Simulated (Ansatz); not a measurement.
**CmPd3: how far a computed U hangs on its recipe**

Linear response gives U from how a shell's filling answers a small shift of its potential. The runs below do this for CmPd3.

Method: functionals named at each step; plane waves, U on orthogonalised atomic orbitals unless named otherwise, collinear spin, no spin–orbit coupling, in Ansatz 0.2.0.

In doubt: an open 5f shell, unless half filled, can sit in one of many states, so energies may not be the lowest and differences between runs may mislead.

**1. Starting point**

The structure is cubic, space group Pm-3m (No. 221). The conventional cell has a = 4.147 Å, b = 4.147 Å, c = 4.147 Å, α = 90.00°, β = 90.00°, γ = 90.00°. Nearest to Cm lie 12 Pd at 2.93 Å. Nearest to Pd lie 4 Cm at 2.93 Å and 8 Pd at 2.93 Å. Farther neighbours are not listed.

For 5f shells spin–orbit coupling is as large as these effects and is left out here, so moments and couplings are those of a spin-only model.

**2. The magnetic state**

The response depends on the magnetic state, so a state is chosen first, with a typed U.

3 starts were run under PBE with U = 4.08 eV on Cm f, ortho-atomic projectors; the lowest per atom is taken, and its run is shown. Energies are taken at zero occupation width.

Input file input.yaml:

```yaml
crystal:
  lattice:
    - [8.294, 0.0, 0.0]
    - [4.147, 4.147, 0.0]
    - [4.147, 0.0, 4.147]
  atoms:
    - { symbol: Cm, position: [0.0, 0.0, 0.0], spin: 7.0 }
    - { symbol: Cm, position: [0.5, 0.0, 0.0], spin: -7.0 }
    - { symbol: Pd, position: [0.5, 0.5, 0.5] }
    - { symbol: Pd, position: [0.0, 0.5, 0.5] }
    - { symbol: Pd, position: [0.0, 0.0, 0.5] }
    - { symbol: Pd, position: [0.5, 0.0, 0.5] }
    - { symbol: Pd, position: [0.0, 0.5, 0.0] }
    - { symbol: Pd, position: [0.5, 0.5, 0.0] }
magnetization:
  spin_polarized: true
kpoints:
  mp_grid: { grid: [9, 9, 9] }
hamiltonian:
  xc: pbe
  hubbard:
    sites: [{ species: Cm, l: f, u_eff: 4.08 }]
    projectors: ortho-atomic
scf:
  occupations: { method: fermi_dirac, width: 0.1 }
output:
  eigenvalues: true
```

The run is started by

```console
ansatz run input.yaml --threads 4 --pin off --max-ram 10240MiB --backend cpu --events-out ev --progress --plain --runs-dir out
```

Numbers of over 12 decimals in the logs are rounded to 6 here.

The log of the run:

```text
Engine: ansatz 0.2.0, aarch64-unknown-linux-gnu
Pseudopotentials: kind: paw
Pseudopotential: Cm, paw, valence charge 18, recommended cutoff 420 eV (normal), Cm.paw.azcp
Pseudopotential: Pd, paw, valence charge 18, recommended cutoff 420 eV (normal), Pd.paw.azcp
Functional definition: PBE
  parameter kappa = 0.804
  parameter beta = 0.066725
  exchange = pbe_x(kappa = kappa, mu = beta*pi^2/3)
  correlation = pbe_c(beta = beta)
Crystal: 8 atoms, lattice volume = 142.637 Å³
Basis set: ecut = 420 eV, 2741 PW (Γ)
Bands: 95, of which v1, the nominal top of the filled ones, is band 72 counted from 1 (71 counted from 0)
Symmetry: 48 space group operations
Space group: Fm-3m (ITA 225), of the structure as read, at distance tolerance 5.2e-5 Å
Magnetic group: BNS 225.121 (UNI 1623), of the structure as read, at distance tolerance 5.2e-5 Å
k-points: 35 of 729
Non-local potential: Cm, projectors of the file, l = 0: 3, l = 1: 2, l = 2: 2, l = 3: 3
Non-local potential: Pd, projectors of the file, l = 0: 2, l = 1: 2, l = 2: 2, l = 3: 1
PAW form: soft (Blöchl's): semilocal exchange-correlation on the pseudo side does not see the compensation charge
PAW one-centre angular grid: Cm, 590 points (default); XC on 64 Gauss nodes
PAW one-centre angular grid: Pd, 590 points (default); XC on 64 Gauss nodes
Initial density: superposition of atomic densities (chi_scale 0.1, normalization cell, long waves kept (reshape's long-wave potential 0.00 eV rms))
Starting moments: Σ|m| = 14 μB on 2 of 8 sites
Starting magnetic order: antiferromagnet; a translation exchanges its spin sublattices: spin-degenerate at every k-point
[...]
Per-site moments (μB) at R_I (Å): [(6.811019, 1.209603), (-6.811019, 1.209603), (-7.745628668672495e-17, 1.209603), (7.745628668672495e-17, 1.209603), (-2.4884341702524176e-16, 1.209603), (2.4884341702524176e-16, 1.209603), (-1.240549182409824e-15, 1.209603), (1.240549182409824e-15, 1.209603)]
Free energy (F): -74231.230845 eV
Harris-Foulkes:  -74231.230845 eV  (|F-HF|=7.32e-9)
Internal energy: -74231.115863 eV  (E = F + TS)
E sigma→0 (E₀):  -74231.173354 eV
Entropy (-TS):   -0.114982 eV (-14.373 meV/atom)
Fermi energy:    18.634042 eV
--- Per-component energies (eV) ---
  E_band       = -759.598433
  E_kinetic    = 3814.288651
  E_local      = -14369.912988  (includes V_loc(G=0)·N_el)
  E_nonlocal   = 2860.919617
  E_hartree    = 5780.104520
  E_xc         = -1370.641281
  E_vxc        = -1662.734462  (∫ρ·V_xc dr)
  E_hubbard    = 0.539122  (on-site DFT+U / exact-exchange correction)
  E_vhub       = -27.947642  (the Hubbard potential's part of the band-sum identity)
  E_paw        = -50314.048412  (= ΣΔE_a)
  E_vpaw       = -2934.419685  (= ΣTr[D̂ρ^β])
  E_aug_tail   = 0.001296  (compensation charges beyond the density's cutoff)
  E_ewald      = -20632.366388
  E_smearing   = -0.114982  (= −TS)
  E_closure    = 0.000000  (closes the sum)
  Σ components = -74231.230845   (vs F -74231.230845, Δ=0.00e0)
--- Band table (eV; the first three rows and the last of 70) ---
  k-point 0 ↑: bands = [... 68 lower, 18.5314, 18.5314, 19.5155, 21.2008, 21.2008, 21.2008, 21.3060, 21.3060, ... 19 higher]
  k-point 1 ↑: bands = [... 68 lower, 18.3230, 18.5316, 18.9100, 20.6537, 21.0333, 21.0333, 21.2642, 21.4987, ... 19 higher]
  k-point 2 ↑: bands = [... 68 lower, 17.9485, 17.9518, 18.5321, 19.5068, 19.9405, 20.8996, 20.8996, 21.5913, ... 19 higher]
  k-point 34 ↓: bands = [... 68 lower, 17.4625, 18.2880, 18.3211, 18.8685, 19.5762, 20.9215, 20.9215, 21.0858, ... 19 higher]
Occupation matrices written to <dir>
[key lines of the parts left out:]
SCF converged after 11 iterations
Magnetization: 0.0000 μB (72.0000 up, 72.0000 down)
```

Wall time 14 s (4 threads of Arm Neoverse V2, shared host); peak memory 1.2 GiB; 54 s of CPU time.

```csv
start,atoms,final state,energy (meV an atom)
parallel +,4,ferromagnetic,5.3
"compensated q=(0,1/2,1/2) +−",8,antiferromagnetic,2.3
"compensated q=(1/2,1/2,1/2) +−",8,antiferromagnetic,0.0
```

Spin moment in the sphere by atom:

```csv
atom,spin moment in the sphere (μB)
Cm1,6.81
Cm2,-6.81
Pd3,0.00
Pd4,0.00
Pd5,0.00
Pd6,0.00
Pd7,0.00
Pd8,0.00
```

Spin density of the compensated q=(0,1/2,1/2) +− start:

Spin density in the bc plane at fractional x = 0.000, with atoms of Cm and Pd within 0.2 Å of it.

Values in units of 1e0 e/Å³, 9 rows by 16 columns, each cell a mean:
```
 5.6  3.2  0.4  0.0  0.0  0.0 -0.2 -1.7 -5.6 -3.2 -0.4  0.0  0.0  0.0  0.2  1.7
 0.5  1.0  0.5  0.1  0.0  0.0  0.0 -0.1 -0.5 -1.0 -0.5 -0.1  0.0  0.0  0.0  0.1
 0.0  0.1  0.1  0.0  0.0  0.0  0.0  0.0  0.0 -0.1 -0.1  0.0  0.0  0.0  0.0  0.0
 0.0  0.0  0.0  0.0  0.0  0.0  0.0  0.0  0.0  0.0  0.0  0.0  0.0  0.0  0.0  0.0
 0.0  0.0  0.0  0.0  0.0  0.0  0.0  0.0  0.0  0.0  0.0  0.0  0.0  0.0  0.0  0.0
 0.0  0.0  0.0  0.0  0.0  0.0  0.0  0.0  0.0  0.0  0.0  0.0  0.0  0.0  0.0  0.0
 0.0  0.0  0.0  0.0  0.0 -0.1 -0.2 -0.1  0.0  0.0  0.0  0.0  0.0  0.1  0.2  0.1
 0.5  0.1  0.0  0.0  0.0 -0.3 -1.3 -1.8 -0.5 -0.1  0.0  0.0  0.0  0.3  1.3  1.8
 5.5  0.9  0.1  0.0  0.0 -0.1 -1.4 -6.2 -5.5 -0.9 -0.1  0.0  0.0  0.1  1.4  6.2
```
Columns run along b (8.3 Å), rows up along c (5.9 Å). Atoms in or near the plane, at fractional coordinates: Cm at (0.00, 0.00), Cm at (0.50, 0.00), Pd at (0.00, 0.50), Pd at (0.50, 0.50).

**3. PBE**

A run without U, to see what the plain functional makes of this start.

input.yaml, as its differences from that of step 2:

```diff
@@ -6,4 +6,4 @@
   atoms:
-    - { symbol: Cm, position: [0.0, 0.0, 0.0], spin: 7.0 }
-    - { symbol: Cm, position: [0.5, 0.0, 0.0], spin: -7.0 }
+    - { symbol: Cm, position: [0.0, 0.0, 0.0], spin: 7.5 }
+    - { symbol: Cm, position: [0.5, 0.0, 0.0], spin: -7.5 }
     - { symbol: Pd, position: [0.5, 0.5, 0.5] }
@@ -17,8 +17,5 @@
 kpoints:
-  mp_grid: { grid: [9, 9, 9] }
+  mp_grid: { grid: [10, 10, 10] }
 hamiltonian:
   xc: pbe
-  hubbard:
-    sites: [{ species: Cm, l: f, u_eff: 4.08 }]
-    projectors: ortho-atomic
 scf:
```

The log of the run:

```text
[...]
Crystal: 8 atoms, lattice volume = 142.637 Å³
Basis set: ecut = 420 eV, 2741 PW (Γ)
Bands: 96, of which v1, the nominal top of the filled ones, is band 72 counted from 1 (71 counted from 0)
Symmetry: 48 space group operations
[...]
k-points: 47 of 1000
[...]
Starting moments: Σ|m| = 15 μB on 2 of 8 sites
[...]
SCF iter   1: F=—  HF=-74265.050680 eV  |F-HF|=—  |Δ(HF+E_count)|=         —  Δρ=1.65e-1 (↑1.65e-1 ↓1.65e-1)  dr2=2.58e2  dr2_m=8.39e-2  M=0.000 μB ∫|m|=14.272 μB  β_m=0.30  ethr=3.10e-3  ⟨swp⟩=5.3  Hψ=14229  notcnv=0  defer=86
[...]
SCF iter  12: F=-74232.012202 eV  HF=-74232.012202 eV  |F-HF|=1.53e-8  |Δ(HF+E_count)|=   6.41e-8  Δρ=1.70e-6 (↑1.70e-6 ↓1.70e-6)  dr2=1.83e-8  dr2_m=1.97e-11  M=0.000 μB ∫|m|=13.980 μB  ethr=6.15e-11  ⟨swp⟩=7.4  Hψ=16522  notcnv=0
SCF 1 converged in 12 iterations: F = -74232.012202 eV  dr2 = 1.83e-8
[...]
SCF converged after 12 iterations
Magnetization: 0.0000 μB (72.0000 up, 72.0000 down)
Absolute magnetization: 13.9928 μB (∫|ρ↑−ρ↓|, with the PAW one-centre terms)
[...]
Per-site moments (μB) at R_I (Å): [(6.661584, 1.209603), (-6.661584, 1.209603), (-3.942565821606974e-16, 1.209603), (3.942565821606974e-16, 1.209603), (-3.855634698260489e-16, 1.209603), (3.855634698260489e-16, 1.209603), (1.7252678083571616e-15, 1.209603), (-1.7252678083571616e-15, 1.209603)]
Free energy (F): -74232.012202 eV
[...]
Internal energy: -74231.904368 eV  (E = F + TS)
E sigma→0 (E₀):  -74231.958285 eV
Entropy (-TS):   -0.107835 eV (-13.479 meV/atom)
Fermi energy:    18.591942 eV
[...]
--- Band table (eV; the first three rows and the last of 94) ---
  k-point 0 ↑: bands = [... 68 lower, 18.4599, 18.4599, 19.2141, 20.1627, 20.1627, 20.1627, 20.3792, 20.3792, ... 20 higher]
  k-point 1 ↑: bands = [... 68 lower, 18.2903, 18.4601, 18.8412, 20.0793, 20.2230, 20.2230, 20.3874, 20.3874, ... 20 higher]
  k-point 2 ↑: bands = [... 68 lower, 17.9278, 18.1247, 18.4606, 19.6038, 20.0606, 20.3400, 20.3400, 20.4055, ... 20 higher]
  k-point 46 ↓: bands = [... 68 lower, 17.7108, 18.2317, 18.2349, 18.7525, 19.4938, 20.4575, 20.4960, 20.4960, ... 20 higher]
```

Run time: 20 s. Hardware: 4 threads; peak memory 1.2 GiB; 76 s of CPU time.

Read from the output:

```
magnetization  : 0 μB
final state    : antiferromagnetic
largest moment : 6.662 μB
```

**4. PBE, one cell**

The cheapest recipe shifts the site in the one cell.

input.yaml, as its differences from that of step 3:

```diff
@@ -17,5 +17,8 @@
 kpoints:
-  mp_grid: { grid: [10, 10, 10] }
+  mp_grid: { grid: [7, 7, 7] }
 hamiltonian:
   xc: pbe
+  hubbard:
+    sites: [{ species: Cm, l: f, u_eff: linear-response }]
+    projectors: ortho-atomic
 scf:
```

The log of the run:

```text
[...]
davidson cushion auto → off  (block headroom 24 ≥ Hubbard manifold empty extent 7; pin scf.eigensolver.cushion to override)
LR-U cycle 1: input U_eff = [0.000, 0.000] eV
Crystal: 8 atoms, lattice volume = 142.637 Å³
Basis set: ecut = 420 eV, 2741 PW (Γ)
Bands: 96, of which v1, the nominal top of the filled ones, is band 72 counted from 1 (71 counted from 0)
Symmetry: 48 space group operations
[...]
k-points: 20 of 343
[...]
Starting moments: Σ|m| = 15 μB on 2 of 8 sites
[...]
SCF iter   1: F=—  HF=-74316.591437 eV  |F-HF|=—  |Δ(HF+E_count)|=         —  Δρ=4.15e-1 (↑4.15e-1 ↓4.15e-1)  dr2=1.43e3  dr2_m=4.30e1  M=0.000 μB ∫|m|=2.428 μB  β_m=0.30  ethr=1.00e-1  ⟨swp⟩=5.6  Hψ=5304  notcnv=0
[...]
SCF iter   5: F=—  HF=-74223.044966 eV  |F-HF|=—  |Δ(HF+E_count)|=    3.89e0  Δρ=1.43e-2 (↑1.43e-2 ↓1.43e-2)  dr2=6.48e-1  dr2_m=9.72e-2  M=0.000 μB ∫|m|=13.796 μB  β_m=0.30  ethr=7.94e-4  ⟨swp⟩=4.0  Hψ=5099  notcnv=0  defer=7
[...]
spin-set hold released at iteration 5 (site moments contracting): the magnetisation degrees of freedom join the quasi-Newton model from the next iteration; the mixer history was flushed
SCF iter   6: F=—  HF=-74227.958621 eV  |F-HF|=—  |Δ(HF+E_count)|=    4.91e0  Δρ=8.41e-3 (↑8.41e-3 ↓8.41e-3)  dr2=1.38e-1  dr2_m=5.00e-2  M=0.000 μB ∫|m|=13.900 μB  β_m=0.62  ethr=4.50e-4  ⟨swp⟩=3.7  Hψ=4433  notcnv=0  defer=4
[...]
SCF iter  17: F=-74232.008763 eV  HF=-74232.008763 eV  |F-HF|=1.46e-11  |Δ(HF+E_count)|=  1.46e-11  Δρ=3.23e-8 (↑3.23e-8 ↓3.23e-8)  dr2=9.20e-12  dr2_m=3.52e-14  M=0.000 μB ∫|m|=13.973 μB  ethr=2.45e-12 (applied; sched 1.00e-12)  ⟨swp⟩=2.0  Hψ=3368  notcnv=0
SCF 1 converged in 17 iterations: F = -74232.008763 eV  dr2 = 9.20e-12
[...]
Starting moments: Σ|m| = 15 μB on 2 of 8 sites; this step starts from the density that it was given
[...]
the translation (0.5, 0, 0) carries every atom to within crystal.symmetry.tolerance of an atom of its element with the starting moment reversed, but both spin channels are solved: the Hamiltonian holds a term that the translation does not carry onto itself
[...]
SCF 2 converged in 9 iterations: F = -74231.918433 eV  dr2 = 4.61e-12
[...]
SCF 3 converged in 9 iterations: F = -74232.099110 eV  dr2 = 4.28e-12
[...]
LR-U cycle 1: largest |computed − input| of the U and V asked for = 3.2778 eV
LR-U result after 1 cycle(s), on one cell, whose images are shifted too, at d_alpha = 0.0125 eV:
  orbit [0]: n₀ = 7.2271, χ₀ = -0.1472 eV⁻¹, χ = -0.0993 eV⁻¹, U = 3.278 eV, projected Ū = 3.278 eV over the magnetic orbit of site 0 (written back: yes)
[...]
Signs of the perturbation — the screened responses to the two lie 0.18 % off their mean on orbit [0]
[...]
SCF 4 converged in 13 iterations: F = -74231.342977 eV  dr2 = 6.54e-8
SCF converged after 13 iterations
Magnetization: 0.0000 μB (72.0000 up, 72.0000 down)
Absolute magnetization: 14.2802 μB (∫|ρ↑−ρ↓|, with the PAW one-centre terms)
[...]
Per-site moments (μB) at R_I (Å): [(6.792401, 1.209603), (-6.792401, 1.209603), (-2.1262026299939468e-16, 1.209603), (2.1262026299939468e-16, 1.209603), (1.7379634987049682e-16, 1.209603), (-1.7379634987049682e-16, 1.209603), (4.67931275317708e-16, 1.209603), (-4.67931275317708e-16, 1.209603)]
Free energy (F): -74231.342977 eV
[...]
Internal energy: -74231.227943 eV  (E = F + TS)
E sigma→0 (E₀):  -74231.285460 eV
Entropy (-TS):   -0.115034 eV (-14.379 meV/atom)
Fermi energy:    18.622370 eV
[...]
--- Band table (eV; the first three rows and the last of 40) ---
  k-point 0 ↑: bands = [... 68 lower, 18.5209, 18.5209, 19.4774, 21.0933, 21.0933, 21.0933, 21.3025, 21.3025, ... 20 higher]
  k-point 1 ↑: bands = [... 68 lower, 18.1894, 18.5212, 18.6237, 20.3270, 20.8695, 20.9614, 20.9614, 21.4233, ... 20 higher]
  k-point 2 ↑: bands = [... 68 lower, 17.7445, 17.7817, 18.5220, 18.8541, 19.1622, 20.8405, 20.8405, 21.4092, ... 20 higher]
  k-point 19 ↓: bands = [... 68 lower, 17.4740, 18.2737, 18.3161, 18.8920, 19.6483, 20.9209, 20.9209, 21.0848, ... 20 higher]
Occupation matrices written to <dir>
```

Run time: 33 s. Hardware: 4 threads; peak memory 1.1 GiB.

Site by site:

```csv
site,electrons,χ₀ (1/eV),χ (1/eV),U (eV)
Cm1,7.227,-0.1472,-0.09929,3.28
Cm2,7.227,-0.1472,-0.09929,3.28
```

For Cm1 the on-site elements alone give 1/χ₀ − 1/χ = 3.28 eV, the inverses of the full matrices 3.28 eV, and the program reports 3.28 eV. The state, moments and gap printed next belong to the closing SCF at this U.

Numbers from this step:

```
magnetization  : 0 μB
final state    : antiferromagnetic
largest moment : 6.792 μB
```

U on Cm is 3.28 eV. All images of the site are shifted together here, so the value is not converged.

**5. PBE, q-mesh 2×2×2**

A mesh of wavevectors stands for a supercell in which the shifted site is farther from its images.

input.yaml, as its differences from that of step 4:

```diff
@@ -17,3 +17,3 @@
 kpoints:
-  mp_grid: { grid: [7, 7, 7] }
+  mp_grid: { grid: [8, 8, 8] }
 hamiltonian:
@@ -23,2 +23,3 @@
     projectors: ortho-atomic
+    lr: { qmesh: [2, 2, 2] }
 scf:
```

The log of the run:

```text
[...]
LR-U cycle 1: input U_eff = [0.000, 0.000] eV
Crystal: 8 atoms, lattice volume = 142.637 Å³
Basis set: ecut = 420 eV, 2741 PW (Γ)
Bands: 96, of which v1, the nominal top of the filled ones, is band 72 counted from 1 (71 counted from 0)
Symmetry: 48 space group operations
[...]
k-points: 29 of 512
[...]
Starting moments: Σ|m| = 15 μB on 2 of 8 sites
[...]
SCF iter   1: F=—  HF=-74316.596916 eV  |F-HF|=—  |Δ(HF+E_count)|=         —  Δρ=4.15e-1 (↑4.15e-1 ↓4.15e-1)  dr2=1.43e3  dr2_m=4.30e1  M=0.000 μB ∫|m|=2.411 μB  β_m=0.30  ethr=1.00e-1  ⟨swp⟩=5.8  Hψ=7695  notcnv=0
[...]
SCF iter  18: F=-74232.014654 eV  HF=-74232.014654 eV  |F-HF|=1.46e-11  |Δ(HF+E_count)|=  1.46e-11  Δρ=1.90e-8 (↑1.90e-8 ↓1.90e-8)  dr2=2.12e-12  dr2_m=2.22e-14  M=0.000 μB ∫|m|=13.980 μB  ethr=2.45e-12 (applied; sched 1.00e-12)  ⟨swp⟩=2.0  Hψ=4886  notcnv=0
SCF 1 converged in 18 iterations: F = -74232.014654 eV  dr2 = 2.12e-12
[...]
LR-U reference ψ shed before the perturbed-orbit SCFs — 0.23 GiB of wavefunction and exchange-operator storage released
NSCF: frozen V_eff on 29 k-points
[...]
DFPT response loops at q = (-0.5, 0, 0) (fractional): preconditioner auto → Kerker (q_TF=auto, 2.733 Å⁻¹) (partly filled bands, converged f_vac=0.000); β = 1.00, the filter's whole step (`scf.mixing.beta` (0.30) is not read by the response loops under this deck's `scf.mixing.preconditioner`; to damp them name `kerker` or `kerker_dos`, under which they read `scf.mixing.beta`, and type it under 1.00, their step now; both keys bind the ground state too); Broyden in place of MSR1
[...]
LR-U cycle 1: largest |computed − input| of the U and V asked for = 3.4538 eV
LR-U result after 1 cycle(s), on the 2×2×2 q mesh at shift [0, 0, 0]:
[...]
q = [0.0000, 0.0000, 0.0000], weight 0.1250: sites [0] shifted on 29 pairs of k-points with 96 bands, 7 passes, the loops' stops and last bands leave some 3.5e-5 eV⁻¹ in χ
[...]
SCF 2 converged in 13 iterations: F = -74231.323104 eV  dr2 = 7.35e-8
[...]
SCF converged after 13 iterations
Magnetization: 0.0000 μB (72.0000 up, 72.0000 down)
Absolute magnetization: 14.2945 μB (∫|ρ↑−ρ↓|, with the PAW one-centre terms)
[...]
Per-site moments (μB) at R_I (Å): [(6.796993, 1.209603), (-6.796993, 1.209603), (2.8938331031979694e-16, 1.209603), (-2.8938331031979694e-16, 1.209603), (-2.898239457097912e-16, 1.209603), (2.898239457097912e-16, 1.209603), (-2.90682045115775e-16, 1.209603), (2.90682045115775e-16, 1.209603)]
Free energy (F): -74231.323104 eV
[...]
Internal energy: -74231.219918 eV  (E = F + TS)
E sigma→0 (E₀):  -74231.271511 eV
Entropy (-TS):   -0.103187 eV (-12.898 meV/atom)
Fermi energy:    18.631862 eV
[...]
--- Band table (eV; the first three rows and the last of 58) ---
  k-point 0 ↑: bands = [... 68 lower, 18.5247, 18.5247, 19.4867, 21.1212, 21.1212, 21.1212, 21.3041, 21.3041, ... 20 higher]
  k-point 1 ↑: bands = [... 68 lower, 18.2651, 18.5250, 18.7793, 20.5023, 20.9912, 20.9912, 21.0785, 21.4361, ... 20 higher]
  k-point 2 ↑: bands = [... 68 lower, 17.7724, 17.8760, 18.5257, 19.2124, 19.5911, 20.8667, 20.8667, 21.4796, ... 20 higher]
  k-point 28 ↓: bands = [... 68 lower, 17.4691, 18.2945, 18.2998, 18.8234, 19.4593, 20.9102, 20.9102, 21.0744, ... 20 higher]
Occupation matrices written to <dir>
```

The job ended after 5.7 min (4 threads; peak memory 3 GiB; 23 min of CPU time).

Bare and screened response, and U:

```csv
site,electrons,χ₀ (1/eV),χ (1/eV),U (eV)
Cm1,7.227,-0.1483,-0.09805,3.45
Cm2,7.227,-0.1483,-0.09805,3.45
```

For Cm1 the on-site elements alone give 1/χ₀ − 1/χ = 3.45 eV, the inverses of the full matrices 3.45 eV, and the program reports 3.45 eV. The state, moments and gap printed next belong to the closing SCF at this U.

This step gave:

```yaml
magnetization: 0 μB
final_state: antiferromagnetic
largest_moment: 6.797 μB
```

U on Cm is 3.45 eV here against 3.28 eV (+5 %) in the run that differs in the way the response is sampled and in its k-mesh (PBE, one cell), at 11 times its CPU time.

**6. PBE, one cell**

This input is changed on purpose, to see how the response run answers a poor choice.

input.yaml, as its differences from that of step 5:

```diff
@@ -17,3 +17,3 @@
 kpoints:
-  mp_grid: { grid: [8, 8, 8] }
+  mp_grid: { grid: [9, 9, 9] }
 hamiltonian:
@@ -23,5 +23,6 @@
     projectors: ortho-atomic
-    lr: { qmesh: [2, 2, 2] }
+    lr: { max_cycles: 5 }
 scf:
   occupations: { method: fermi_dirac, width: 0.1 }
+  max_iter: 100
 output:
```

The log of the run:

```text
Error: inconsistent input (hamiltonian.hubbard.lr, hamiltonian.hubbard.sites[].u_eff, hamiltonian.hubbard.v[].v): tol/max_cycles/mixing control the self-consistent fixed-point loop, which the one-shot `linear-response` keyword does not run (on `qmesh` it reads tol unless dr2_threshold is set) — spell `self-consistent` on the computed `u_eff:` / `v:` or unset them
```

The job ended after 0.06 s (4 threads; peak memory 0.079 GiB).

The input was rejected at the start.

The program's message: “Error: inconsistent input (hamiltonian.hubbard.lr, hamiltonian.hubbard.sites[].u_eff, hamiltonian.hubbard.v[].v): tol/max_cycles/mixing control the self-consistent fixed-point loop, which the one-shot …”

The fault put into the input: cycles asked of a one-shot U.

(Part 1 of 2 ends here.)

[Logs and program files are shortened in this print: banners, set-up blocks, solver, clock and traceback lines can be left out without a mark of their own.]

[Logs are printed without paths, hosts, clocks, repeated set-up lines and the standing remarks that a program may print on its own settings, such as how far it seeks lower states.]

[Hosts, paths, dates, database ids (printed as entryN), source tags and the programs' standing remarks are cut or masked in the printed files.]

[Where a cell is said to come from a database of computed structures, the database is the Materials Project.]
